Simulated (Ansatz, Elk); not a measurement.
**Bonding as seen by X-rays: Al3C**

The structure of Al3C used here is made up (a known structure type with other elements) and was relaxed beforehand with r2SCAN. The aim is the Fourier transform of its all-electron density, F(hkl), set beside the sum over free spherical atoms that refinements use.

Calculated with Elk 11.2.3 (patched build); DFT, PBE, all-electron APW+lo, Dirac cores, scalar-relativistic bands, static density, no spin.

This account leaves out most program logs.

The structure was built from a prototype and need not be the compound's stable phase.

## 1. Set-up

The structure is hexagonal, space group P6_322 (No. 182). Conventional cell: a = 5.122 Å, b = 5.122 Å, c = 4.632 Å, α = 90.00°, β = 90.00°, γ = 120.00°. Nearest to Al lie 2 C at 2.08 Å. C has 6 Al at 2.08 Å nearest. Farther neighbours are not listed.

## 2. Ground state and structure factors

An all-electron density is needed, since X-rays see the cores too. Task 0 finds the density and task 195 Fourier-transforms it; tshift is off so that phases refer to the origin typed.

elk.in

```
tasks
  0
  195

xctype
  20

spinpol
  .false.

rgkmax
  7.0

gmaxvr
  14.0

lmaxo
  7

lmaxapw
  8

swidth
  0.002

tshift
  .false.

ramdisk
  .false.

hmaxvr
  5.5

maxscl
  120

epspot
  1e-06

sppath
  './'

avec
  9.67864484482 -0.00000000000 0.00000000000
  -4.83932242241 8.38195230982 -0.00000000000
  0.00000000000 0.00000000000 8.75310133376

atoms
  2
  'Al.in'
  6
  -0.0000000000 0.3248623640 0.5000000000   0.000000 0.000000 0.000000
  0.6751376360 0.6751376360 0.5000000000   0.000000 0.000000 0.000000
  0.3248623640 -0.0000000000 0.5000000000   0.000000 0.000000 0.000000
  0.6751376360 -0.0000000000 -0.0000000000   0.000000 0.000000 0.000000
  0.3248623640 0.3248623640 0.0000000000   0.000000 0.000000 0.000000
  0.0000000000 0.6751376360 -0.0000000000   0.000000 0.000000 0.000000
  'C.in'
  2
  0.6666666667 0.3333333333 0.7500000000   0.000000 0.000000 0.000000
  0.3333333333 0.6666666667 0.2500000000   0.000000 0.000000 0.000000

ngridk
  5 5 5
```

Started as:

```console
$ OMP_NUM_THREADS=4 elk
```

The job ended after 18 s (4 threads of AMD EPYC 9B45 (Zen 5), shared host; peak memory 0.22 GiB; 53 s of CPU time).

SFACRHO.OUT:

```text

h k l indices transformed by vhmat matrix:
   1.000000000       0.000000000       0.000000000    
   0.000000000       1.000000000       0.000000000    
   0.000000000       0.000000000       1.000000000    

      h      k      l  multipl.   |H|            Re(F)            Im(F)           |F|

      0      0      0      1   0.0000000       89.999998      0.16757112E-15   89.999998    
      0      0     -1      2  0.71782390     -0.78751564E-15  0.98546667E-14  0.98860829E-14
     -1      1      0      6  0.74960881      -2.9928409      0.40034583E-14   2.9928409    
      1     -1      1      6   1.0378750       7.8605501      0.50659146E-13   7.8605501    
     -1      1      1      6   1.0378750      -7.8605501     -0.47579562E-13   7.8605501    
      1      1      0      3   1.2983605      -19.629311      0.31211854E-13   19.629311    
     -1     -1      0      3   1.2983605      -19.629311     -0.32252144E-13   19.629311    
      0      0     -2      2   1.4356478       45.819229     -0.12049731E-13   45.819229    
      1      1     -1      6   1.4835806     -0.16179444E-13  -45.388501       45.388501    
      2     -1     -1      6   1.4835806     -0.35354812E-08   45.388501       45.388501    
      0      2      0      6   1.4992176      -6.6801495     -0.18169542E-13   6.6801495    
      1     -1      2      6   1.6195672       4.8138091     -0.59128000E-13   4.8138091    
      1     -1     -2      6   1.6195672       4.8138091      0.66211042E-13   4.8138091    
      0     -2      1      6   1.6622047       5.4970469      0.11309462E-10   5.4970469    
     -2      0      1      6   1.6622047      -5.4970469      0.11287443E-10   5.4970469    
      1     -2      2      6   1.9356716      -28.884905     -0.17506713E-10   28.884905    
     -1      2     -2      6   1.9356716      -28.884905      0.17506625E-10   28.884905    
     -1     -2      0      6   1.9832785      -3.3396363     -0.86228333E-14   3.3396363
```

Elk indexes on the primitive cell of elk.in and gives |H| = 4π sin θ/λ in inverse bohr. Below, one row stands for each form hkl of the conventional cell (m members, Friedel mates merged), F is for one primitive cell and the density is static (no thermal factor). Free-atom factors are Waasmaier and Kirfel's, and R is Σm||F|−|F'||/Σm|F|.

```
hkl   m  sin θ/λ (Å⁻¹)  abs F, DFT  neutral atoms   diff.  abs of complex diff.
001   2          0.108       0.000          0.000  +0.000                 0.000
100   6          0.113       2.993          2.870  +0.122                 0.122
101  12          0.156       7.861          7.298  +0.563                 0.563
110   6          0.195      19.629         20.376  -0.747                 0.747
002   2          0.216      45.819         46.835  -1.016                 1.016
111  12          0.223      45.389         45.698  -0.309                 0.309
200   6          0.226       6.680          6.362  +0.318                 0.318
102  12          0.243       4.814          4.618  +0.196                 0.196
201  12          0.250       5.497          5.109  +0.388                 0.388
112  12          0.291      28.885         28.984  -0.099                 0.099
210  12          0.298       3.340          3.381  -0.041                 0.041
202  12          0.312       0.368          0.351  +0.016                 0.016
211  24          0.317       5.417          5.545  -0.129                 0.135
003   2          0.324       0.000          0.000  +0.000                 0.000
300   6          0.338      48.651         48.776  -0.125                 0.125
103  12          0.343       3.716          3.833  -0.116                 0.116
301  12          0.355       0.007          0.000  +0.007                 0.007
212  24          0.368       1.282          1.297  -0.015                 0.080
```

## 3. The highest occupied states alone

An energy window below the Fermi level keeps the highest occupied states, to see at which angles they scatter; shallow core shells can lie inside it and anion s states outside. No new self-consistency is needed.

Changes to elk.in since step 2:

```diff
@@ -1,3 +1,2 @@
 tasks
-  0
   195
@@ -40,2 +39,5 @@
 
+wsfac
+  -0.067060 0.600440
+
 sppath
```

Started as:

```console
$ OMP_NUM_THREADS=4 elk
```

Elapsed: 4.2 s, on 4 threads; peak memory 0.16 GiB.

States within 10 eV below the Fermi level hold 22.00 electrons; any levels below the window count with the cores. Their amplitudes can exceed the total, where window and core parts have opposite phase:

```
hkl  sin θ/λ (Å⁻¹)  abs F, window  abs F, all
001          0.108          0.000       0.000
100          0.113          1.606       2.993
101          0.156          2.991       7.861
110          0.195          2.399      19.629
002          0.216          2.397      45.819
111          0.223          0.018      45.389
200          0.226          1.252       6.680
102          0.243          0.979       4.814
201          0.250          1.693       5.497
112          0.291          0.762      28.885
```

## 4. Another functional

The difference from free atoms is small, so it is set against the change that LDA (Perdew-Wang) makes.

Changes to elk.in since step 3:

```diff
@@ -1,2 +1,3 @@
 tasks
+  0
   195
@@ -4,3 +5,3 @@
 xctype
-  20
+  3
 
@@ -39,5 +40,2 @@
 
-wsfac
-  -0.067060 0.600440
-
 sppath
```

Started as:

```console
$ OMP_NUM_THREADS=4 elk
```

Wall time 13 s (4 threads); peak memory 0.19 GiB; 40 s of CPU time.

Against the first run R = 0.19 %; the largest change is -0.098 at 302.

## 5. Basis size

The basis and the expansions that go with it are enlarged, to see whether the differences are converged.

Changes to elk.in since step 4:

```diff
@@ -5,3 +5,3 @@
 xctype
-  3
+  20
 
@@ -11,12 +11,12 @@
 rgkmax
-  7.0
+  8.5
 
 gmaxvr
-  14.0
+  18.0
 
 lmaxo
-  7
+  9
 
 lmaxapw
-  8
+  10
```

Started as:

```console
$ OMP_NUM_THREADS=4 elk
```

Elapsed: 57 s, on 4 threads; peak memory 0.44 GiB; 3 min of CPU time.

Against the first run R = 0.02 %; the largest change is -0.006 at 105.

## 6. Settings against the effect

```csv
run,R against the first run (%),"R against neutral atoms, low angle (%)",wall time
"PBE, rgkmax 7",0.00,2.00,18 s
LDA (Perdew-Wang),0.19,1.96,13 s
rgkmax 8.5 with larger expansions,0.02,2.00,57 s
```

## 7. What came out

```yaml
r_against_neutral_atoms_sin_theta_lambda_0p3_a_minus1: 2.00 %
r_against_neutral_atoms_0p3_to_0p83_a_minus1: 0.19 %
```

In words: Independent neutral atoms miss the calculated amplitudes by R = 2.00 % below 0.3 Å⁻¹ and 0.19 % from there to 0.83 Å⁻¹; by shells, 4.09 % below 0.15 Å⁻¹ (1 form), 1.97 % 0.15 to 0.3 (9 forms), 0.40 % 0.3 to 0.45 (16 forms), 0.15 % above 0.45 (98 forms). Bonding, aspherical density and the tables' own atoms all enter these figures, and the runs don't part them. The largest change of an amplitude is -1.02 electrons, at 002. R counts amplitudes alone; phases shift too. The window's part falls from 22.0 electrons at the origin to at most 0.34 between 0.45 and 0.83 Å⁻¹. Below 0.3 Å⁻¹ the changes that finished (LDA (Perdew-Wang) and rgkmax 8.5 with larger expansions) move F by R = 0.07 % at most, against the 2.00 % that separates it from free atoms. The k-mesh has no finished test. Part of the difference isn't bonding: the tables are fits to free atoms and ions calculated by other methods than this functional. Thermal motion, anomalous dispersion and extinction are left out.

[Logs are printed without paths, hosts, clocks, repeated set-up lines and the standing remarks that a program may print on its own settings, such as how far it seeks lower states.]

[Hosts, paths, dates, database ids (printed as entryN), source tags and the programs' standing remarks are cut or masked in the printed files.]
